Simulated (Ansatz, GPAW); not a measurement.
**Work function of a 2-layer slab of Al(100) at several levels**

How far do functional and basis move the work function of a 2-layer slab of Al(100)?

Method: Ansatz plane waves; slab in vacuum with a dipole correction, relaxation; PAW set soft_1, in the first sound run; inputs show where later runs differ, in GPAW 26.7.0 and Ansatz 0.2.0.

## Step 1: The structure

The cell holds 2 atoms: 2 Al. Cell: a = 2.864 Å, b = 2.864 Å, c = 18.025 Å, α = 90.0°, β = 90.0°, γ = 90.0°. Vacuum lies along c.

## Step 2: Relaxation

The atoms are relaxed first, since the surface dipole, and with it the work function, follows the positions of the outer layers. The lowest 1 atoms are held at bulk positions and keep their forces.

input.yaml

```yaml
crystal:
  lattice:
    - [2.8637824638, 0.0, 0.0]
    - [0.0, 2.8637824638, 0.0]
    - [0.0, 0.0, 18.025]
  atoms:
    - { symbol: Al, position: [0.5, 0.5, 0.4438280166] }
    - { symbol: Al, position: [0.0, 0.0, 0.5561719834] }
kpoints:
  mp_grid: { grid: [11, 11, 1] }
hamiltonian:
  xc: pbe
  pseudopotentials: { kind: paw, azcp: { folder: soft_1 } }
scf:
  occupations: { method: fermi_dirac, width: 0.1 }
efield:
  axis: 3
  dipole_correction: true
  ramp_width: 0.05
relax:
  f_tol: 0.02
  max_steps: 60
  constraints: [{ sites: [0] }]
output:
  write_potential: true
  write_density: true
  volumetric_format: npy
```

Command:

```bash
> ansatz run input.yaml --threads 4 --pin off --max-ram 8192MiB --backend cpu --events-out ev --progress --plain --runs-dir out
```

Numbers of over 12 decimals in the logs are rounded to 6 here.

Output:

```text
Engine: ansatz 0.2.0, x86_64-unknown-linux-gnu
Pseudopotentials: kind: paw
Pseudopotential: Al, paw, valence charge 3, recommended cutoff 420 eV (normal), soft_1/Al.paw.azcp
Functional definition: PBE
  parameter kappa = 0.804
  parameter beta = 0.066725
  exchange = pbe_x(kappa = kappa, mu = beta*pi^2/3)
  correlation = pbe_c(beta = beta)
Crystal: 2 atoms, lattice volume = 147.828 Å³
Basis set: ecut = 420 eV, 2881 PW (Γ), exchange–correlation on 40×40×250 points (8 copies of the dense FFT grid, shifted against one another)
Bands: 7, of which v1, the nominal top of the filled ones, is band 3 counted from 1 (2 counted from 0)
Symmetry: 8 space group operations
k-points: 21 of 121
Non-local potential: Al, projectors of the file, l = 0: 2, l = 1: 2, l = 2: 1
PAW form: soft (Blöchl's): semilocal exchange-correlation on the pseudo side does not see the compensation charge
PAW one-centre angular grid: Al, 110 points (default); XC on 64 Gauss nodes
Initial density: superposition of atomic densities (neutral atoms: chi_scale 0, normalization atom)
Initial wavefunctions: pseudopotential atomic-orbital guess
Functional: x = pbe(κ = 0.804, μ = 0.219515), c = pbe(β = 0.066725)
SCF iter   1: F=—  HF=-1074.313317 eV  |F-HF|=—  |Δ(HF+E_count)|=         —  Δρ=1.44e-2  dr2=1.44e0  ethr=3.10e-3  p=0.000 e·Å  D=1.35e-15 V/Å  ΔV_dip=-0.00 eV  dr2_dipole=1.22e-7  V_vac-E_F(+/−)=6.02/6.02 eV  ⟨swp⟩=8.6  Hψ=1715  notcnv=0
efield: sawtooth ramp at fractional position 0.9750 (placed from the atoms, in the widest stretch of the axis that holds none; the zero of the levels goes with the place), width 0.0500; the density the first Hamiltonian is built on has a dipole p = 0.000 e·Å; the dipole correction subtracts the counter field D = 1.35e-15 V/Å, which shifts the + side's vacuum level by -0.00 eV against the − side's; the planar-averaged density in the ramp window peaks in size at 2.6e-8 e/Å³
preconditioner: auto → LDOS  [metal: Δε(μ)=0.136 eV  Ē_g=7.352 eV  σ=0.100 eV  W_gap=0.32  n_scr=8 (ndim 8)  ℏωp=7.5 eV  f_vac=0.559  D(μ)=0.95/eV (n_scr^D=6)  β→1.0]
SCF iter   2: F=—  HF=-1074.045005 eV  |F-HF|=—  |Δ(HF+E_count)|=   2.68e-1  Δρ=1.05e-2  dr2=5.95e-1  ethr=3.10e-3  p=0.000 e·Å  D=2.03e-5 V/Å  ΔV_dip=-0.00 eV  dr2_dipole=6.10e-8  V_vac-E_F(+/−)=4.19/4.19 eV  ⟨swp⟩=3.3  Hψ=493  notcnv=0
SCF iter   3: F=—  HF=-1073.956379 eV  |F-HF|=—  |Δ(HF+E_count)|=   8.86e-2  Δρ=1.64e-3  dr2=1.46e-2  ethr=3.10e-3  p=0.000 e·Å  D=6.04e-6 V/Å  ΔV_dip=-0.00 eV  dr2_dipole=1.60e-8  V_vac-E_F(+/−)=4.72/4.72 eV  ⟨swp⟩=2.9  Hψ=409  notcnv=0
SCF iter   4: F=—  HF=-1073.954873 eV  |F-HF|=—  |Δ(HF+E_count)|=   1.51e-3  Δρ=2.76e-4  dr2=2.80e-4  ethr=2.44e-4  p=0.000 e·Å  D=4.27e-6 V/Å  ΔV_dip=-0.00 eV  dr2_dipole=2.94e-10  V_vac-E_F(+/−)=4.51/4.51 eV  ⟨swp⟩=2.6  Hψ=247  notcnv=0
SCF iter   5: F=—  HF=-1073.955008 eV  |F-HF|=—  |Δ(HF+E_count)|=   1.35e-4  Δρ=3.65e-5  dr2=8.13e-6  ethr=4.67e-6  p=0.000 e·Å  D=5.14e-7 V/Å  ΔV_dip=-0.00 eV  dr2_dipole=1.99e-10  V_vac-E_F(+/−)=4.47/4.47 eV  ⟨swp⟩=2.4  Hψ=210  notcnv=0
SCF iter   6: F=-1073.955010 eV  HF=-1073.955009 eV  |F-HF|=1.64e-7  |Δ(HF+E_count)|=   1.68e-6  Δρ=8.18e-6  dr2=1.36e-7  ethr=1.36e-7  p=0.000 e·Å  D=6.06e-7 V/Å  ΔV_dip=-0.00 eV  dr2_dipole=4.25e-11  V_vac-E_F(+/−)=4.47/4.47 eV  ⟨swp⟩=11.1  Hψ=914  notcnv=0
SCF 1 converged in 6 iterations: F = -1073.955010 eV  dr2 = 1.36e-7
  greatest PAW one-centre occupation: 0.472 electrons in one spin orbital (limit 2), on the Al atom at site 1 (counted from 0), in its partial waves of l = 0
relax step   1: F+E_penalty+E_count = -1073.95500959 eV  Δ(F+E_penalty+E_count) = +0.000e0 eV  max|allowed force component| = 1.711e-1 eV/Å  Δτ_max = 0.0000 Å  (6 SCF iters, dr2 threshold 1.00e-5 eV, accepted)
Initial density: handed on by an earlier stage of this run
Initial wavefunctions: those handed on with the density
iter 1 solved again at ethr=3.14e-4 eV; its pass at ethr=3.10e-3 eV (dr2=1.88e-2 eV) is discarded
SCF iter   1: F=—  HF=-1073.967279 eV  |F-HF|=—  |Δ(HF+E_count)|=         —  Δρ=1.42e-3  dr2=1.78e-2  ethr=3.14e-4  p=0.000 e·Å  D=5.93e-7 V/Å  ΔV_dip=-0.00 eV  dr2_dipole=1.15e-3  V_vac-E_F(+/−)=4.41/4.41 eV  ⟨swp⟩=1.0  Hψ=1135  notcnv=0
efield: sawtooth ramp at fractional position 0.9750 (handed on by an earlier solve), width 0.0500; the density the first Hamiltonian is built on has a dipole p = 0.000 e·Å; the dipole correction subtracts the counter field D = 5.93e-7 V/Å, which shifts the + side's vacuum level by -0.00 eV against the − side's; the planar-averaged density in the ramp window peaks in size at 2.8e-7 e/Å³
preconditioner: auto → LDOS  [metal: Δε(μ)=0.082 eV  Ē_g=6.873 eV  σ=0.100 eV  W_gap=0.20  n_scr=8 (ndim 8)  ℏωp=7.5 eV  f_vac=0.579  D(μ)=1.32/eV (n_scr^D=6)  β→1.0]
SCF iter   2: F=—  HF=-1073.963831 eV  |F-HF|=—  |Δ(HF+E_count)|=   3.45e-3  Δρ=9.56e-4  dr2=3.89e-3  ethr=2.97e-4  p=-0.000 e·Å  D=-1.31e-4 V/Å  ΔV_dip=0.00 eV  dr2_dipole=6.76e-5  V_vac-E_F(+/−)=4.48/4.48 eV  ⟨swp⟩=2.6  Hψ=236  notcnv=0
SCF iter   3: F=—  HF=-1073.963678 eV  |F-HF|=—  |Δ(HF+E_count)|=   1.54e-4  Δρ=1.81e-4  dr2=2.41e-4  ethr=6.49e-5  p=-0.000 e·Å  D=-2.14e-4 V/Å  ΔV_dip=0.00 eV  dr2_dipole=2.47e-5  V_vac-E_F(+/−)=4.45/4.45 eV  ⟨swp⟩=2.4  Hψ=220  notcnv=0
SCF iter   4: F=—  HF=-1073.963649 eV  |F-HF|=—  |Δ(HF+E_count)|=   2.83e-5  Δρ=2.92e-5  dr2=5.92e-6  ethr=4.02e-6  p=-0.000 e·Å  D=-9.92e-5 V/Å  ΔV_dip=0.00 eV  dr2_dipole=5.34e-7  V_vac-E_F(+/−)=4.45/4.45 eV  ⟨swp⟩=1.9  Hψ=178  notcnv=0
SCF iter   5: F=-1073.963650 eV  HF=-1073.963650 eV  |F-HF|=3.80e-8  |Δ(HF+E_count)|=   7.26e-7  Δρ=4.03e-6  dr2=3.02e-8  ethr=3.05e-8  p=-0.000 e·Å  D=-3.46e-5 V/Å  ΔV_dip=0.00 eV  dr2_dipole=2.87e-9  V_vac-E_F(+/−)=4.45/4.45 eV  ⟨swp⟩=11.1  Hψ=909  notcnv=0
SCF 2 converged in 5 iterations: F = -1073.963650 eV  dr2 = 3.02e-8
  greatest PAW one-centre occupation: 0.473 electrons in one spin orbital (limit 2), on the Al atom at site 0 (counted from 0), in its partial waves of l = 0
relax step   2: F+E_penalty+E_count = -1073.96365024 eV  Δ(F+E_penalty+E_count) = -8.641e-3 eV  max|allowed force component| = 4.814e-2 eV/Å  Δτ_max = 0.0801 Å  (5 SCF iters, dr2 threshold 1.83e-6 eV, accepted)
SCF iter   1: F=—  HF=-1073.965152 eV  |F-HF|=—  |Δ(HF+E_count)|=         —  Δρ=5.92e-4  dr2=2.95e-3  ethr=5.14e-4  p=-0.000 e·Å  D=-3.46e-5 V/Å  ΔV_dip=0.00 eV  dr2_dipole=1.70e-4  V_vac-E_F(+/−)=4.43/4.43 eV  ⟨swp⟩=2.6  Hψ=634  notcnv=0
efield: sawtooth ramp at fractional position 0.9750 (handed on by an earlier solve), width 0.0500; the density the first Hamiltonian is built on has a dipole p = -0.000 e·Å; the dipole correction subtracts the counter field D = -3.46e-5 V/Å, which shifts the + side's vacuum level by +0.00 eV against the − side's; the planar-averaged density in the ramp window peaks in size at 2.5e-7 e/Å³
preconditioner: auto → LDOS  [metal: Δε(μ)=0.126 eV  Ē_g=6.887 eV  σ=0.100 eV  W_gap=0.28  n_scr=8 (ndim 8)  ℏωp=7.5 eV  f_vac=0.579  D(μ)=1.36/eV (n_scr^D=6)  β→1.0]
SCF iter   2: F=—  HF=-1073.964586 eV  |F-HF|=—  |Δ(HF+E_count)|=   5.67e-4  Δρ=4.07e-4  dr2=7.29e-4  ethr=4.92e-5  p=-0.000 e·Å  D=-8.67e-5 V/Å  ΔV_dip=0.00 eV  dr2_dipole=1.23e-5  V_vac-E_F(+/−)=4.46/4.46 eV  ⟨swp⟩=2.2  Hψ=366  notcnv=0
SCF iter   3: F=—  HF=-1073.964552 eV  |F-HF|=—  |Δ(HF+E_count)|=   3.33e-5  Δρ=7.45e-5  dr2=3.87e-5  ethr=1.21e-5  p=-0.000 e·Å  D=-9.67e-5 V/Å  ΔV_dip=0.00 eV  dr2_dipole=5.21e-6  V_vac-E_F(+/−)=4.44/4.44 eV  ⟨swp⟩=2.3  Hψ=210  notcnv=0
SCF iter   4: F=—  HF=-1073.964559 eV  |F-HF|=—  |Δ(HF+E_count)|=   7.17e-6  Δρ=1.22e-5  dr2=9.82e-7  ethr=6.46e-7  p=-0.000 e·Å  D=-4.08e-5 V/Å  ΔV_dip=0.00 eV  dr2_dipole=5.17e-8  V_vac-E_F(+/−)=4.44/4.44 eV  ⟨swp⟩=1.6  Hψ=176  notcnv=0
SCF iter   5: F=-1073.964560 eV  HF=-1073.964560 eV  |F-HF|=8.18e-9  |Δ(HF+E_count)|=   1.87e-7  Δρ=1.88e-6  dr2=6.27e-9  ethr=1.67e-9  p=-0.000 e·Å  D=-6.91e-6 V/Å  ΔV_dip=0.00 eV  dr2_dipole=1.08e-10  V_vac-E_F(+/−)=4.44/4.44 eV  ⟨swp⟩=10.4  Hψ=856  notcnv=0
SCF 3 converged in 5 iterations: F = -1073.964560 eV  dr2 = 6.27e-9
relax step   3: F+E_penalty+E_count = -1073.96455965 eV  Δ(F+E_penalty+E_count) = -9.094e-4 eV  max|allowed force component| = 7.790e-3 eV/Å  Δτ_max = 0.0333 Å  (5 SCF iters, accepted)
NSCF: frozen V_eff on 21 k-points
the band table was solved once a step of the walk had ended and its energy, with any forces and stress, was formed, with the checks that follow a solve (2210 applications of the Hamiltonian). They found nothing against the state; the energy, forces and stress were not computed again (output.eigenvalues in the input reference)
WARN: The output density's exchange-correlation potential varies sharply where the density is thin. Do not read a vacuum level from v_tot or v_xc, or from such a field of the output density. On a cell that repeats whose density bears no net charge and no dipole along the vacuum's axis use v_es (v_loc + v_h of the components); under efield.dipole_correction with no amplitude use v_es + v_field, which holds any externa [...]
SCF converged after 5 iterations
Free energy (F): -1073.964560 eV
Harris-Foulkes:  -1073.964560 eV  (|F-HF|=8.18e-9)
Internal energy: -1073.920459 eV  (E = F + TS)
E sigma→0 (E₀):  -1073.942509 eV
Entropy (-TS):   -0.044101 eV (-22.051 meV/atom)
Fermi energy:    -1.584689 eV
Dipole field:    D = 0.000009 V/Å  (p = 0.000008 e·Å, saw-weighted, corrected)
Work function:   Φ+ = 4.4446 eV   Φ− = 4.4448 eV
Levels:          The Fermi level and band energies are counted from a zero that moves with the ramp; work functions are not
--- Per-component energies (eV) ---
  E_band       = -31.249643
  E_kinetic    = 39.303337
  E_local      = -678.525092  (includes V_loc(G=0)·N_el)
  E_nonlocal   = 20.285788
  E_hartree    = 324.159288
  E_xc         = -72.006950
  E_vxc        = -53.809692  (∫ρ·V_xc dr)
  E_paw        = -938.569617  (= ΣΔE_a)
  E_vpaw       = -6.821893  (= ΣTr[D̂ρ^β])
  E_aug_tail   = -0.000004  (compensation charges beyond the density's cutoff)
  E_efield     = 0.000000  (sawtooth field / dipole correction)
  E_vefield    = -0.000003  (∫n·V_field dr)
  E_ewald      = 231.432791
  E_smearing   = -0.044101  (= −TS)
  E_closure    = -0.000000  (closes the sum)
  Σ components = -1073.964560   (vs F -1073.964560, Δ=0.00e0)
--- Forces (eV/Å), atoms counted from 1 ---
  atom   1  Al     0.00000000     0.00000000    -0.00780241
  atom   2  Al     0.00000000     0.00000000     0.00779005
  max |Σ_I F_I| component: 1.24e-5 eV/Å
--- Band table (eV; the first three rows and the last of 21) ---
  k-point 0: bands = ["-10.9000", "-7.2042", "-3.1492", "1.0090", "2.4048", "3.4975", "3.6220"]
  k-point 1: bands = ["-10.7520", "-7.0577", "-3.0101", "1.1487", "2.5551", "3.0685", "3.6597"]
  k-point 2: bands = ["-10.3092", "-6.6194", "-2.5952", "0.5646", "1.6299", "3.0054", "4.0899"]
  k-point 20: bands = ["-3.7574", "-2.7517", "-1.3451", "-0.3480", "-0.2331", "0.6446", "2.0694"]
--- Relaxed structure (3 steps of the walk, 3 accepted, 0 SCFs on fresh bases) ---
  F+E_penalty+E_count = -1073.96455965 eV   max|allowed force component| = 7.790e-3 eV/Å
  atoms:
    - { symbol: Al, position: [0.500000, 0.500000, 0.443828] }
    - { symbol: Al, position: [0, 0.0, 0.562464] }
```

It took 7.2 s on 4 threads of AMD EPYC 9R14 (Zen 4), shared host; peak memory 0.52 GiB; 5.8 s of CPU time.

Step by step:

```
step  energy less that of the first step (eV)  largest force component (eV/Å)
   1                                   0.0000                          0.1711
   2                                  -0.0086                          0.0481
   3                                  -0.0095                          0.0078
```

Forces are held to the 8 operations that the run works with; a distortion that breaks them can't arise in this run.

The atoms that moved most (Å):

```
atom     dx     dy     dz  length
 Al2  0.000  0.000  0.113   0.113
```

The relaxed structure:

```xyz
2
Lattice="2.8638 0.0000 0.0000 0.0000 2.8638 0.0000 0.0000 0.0000 18.0250" Properties=species:S:1:pos:R:3
Al    1.4319    1.4319    8.0000
Al    0.0000    0.0000   10.1384
```

Numbers from this step:

- free energy: -1073.9646 eV
- smearing term TS: 0.04410 eV
- symmetry operations: 8
- upper work function: 4.445 eV
- lower work function: 4.445 eV
- dipole along the normal: 7.61e-6 e·Å
- dipole field: 9.32e-6 V/Å
- vacuum level above: 2.860 eV
- vacuum level below: 2.860 eV

Table of electrostatic potential energy of an electron (with the applied field's), less the Fermi level, planar mean by z:

z (Å), electrostatic potential energy of an electron (with the applied field's), less the Fermi level, planar mean (eV) and a bar from the least value:
```
        0       4.44 ##############################
        1       4.44 ##############################
        2       4.44 ##############################
        3       4.44 ##############################
        4       4.44 ##############################
        5       4.41 ##############################
        6       4.08 #############################
        7       0.54 #################
        8      -4.29 #
        9      -1.49 ##########
       10      -4.48 
       11      -0.91 ############
       12       3.94 ############################
       13       4.40 ##############################
       14       4.44 ##############################
       15       4.44 ##############################
       16       4.44 ##############################
       17       4.44 ##############################
```

Table of valence density, planar mean by z:

```
z (Å)  valence density, planar mean (e/Å³)
  3.0                               7.2e-6
  3.5                               2.5e-5
  4.0                               8.8e-5
  4.5                               3.1e-4
  5.0                              0.00105
  5.5                              0.00354
  6.0                               0.0119
  6.5                               0.0364
  7.0                               0.0909
  7.5                                0.144
  8.0                                0.161
  8.5                                0.171
  9.0                                0.175
  9.5                                0.174
 10.0                                0.164
 10.5                                0.151
 11.0                                0.109
 11.5                               0.0485
 12.0                               0.0164
 12.5                              0.00499
 13.0                              0.00146
 13.5                               4.3e-4
 14.0                               1.2e-4
 14.5                               3.6e-5
 15.0                               1.0e-5
```

The relaxation lowered the energy of the cell by 0.00955 eV.

[end of part 1 of 3]

[Logs are printed without paths, hosts, clocks, repeated set-up lines and the standing remarks that a program may print on its own settings, such as how far it seeks lower states.]

[Hosts, paths, dates, database ids (printed as entryN), source tags and the programs' standing remarks are cut or masked in the printed files.]
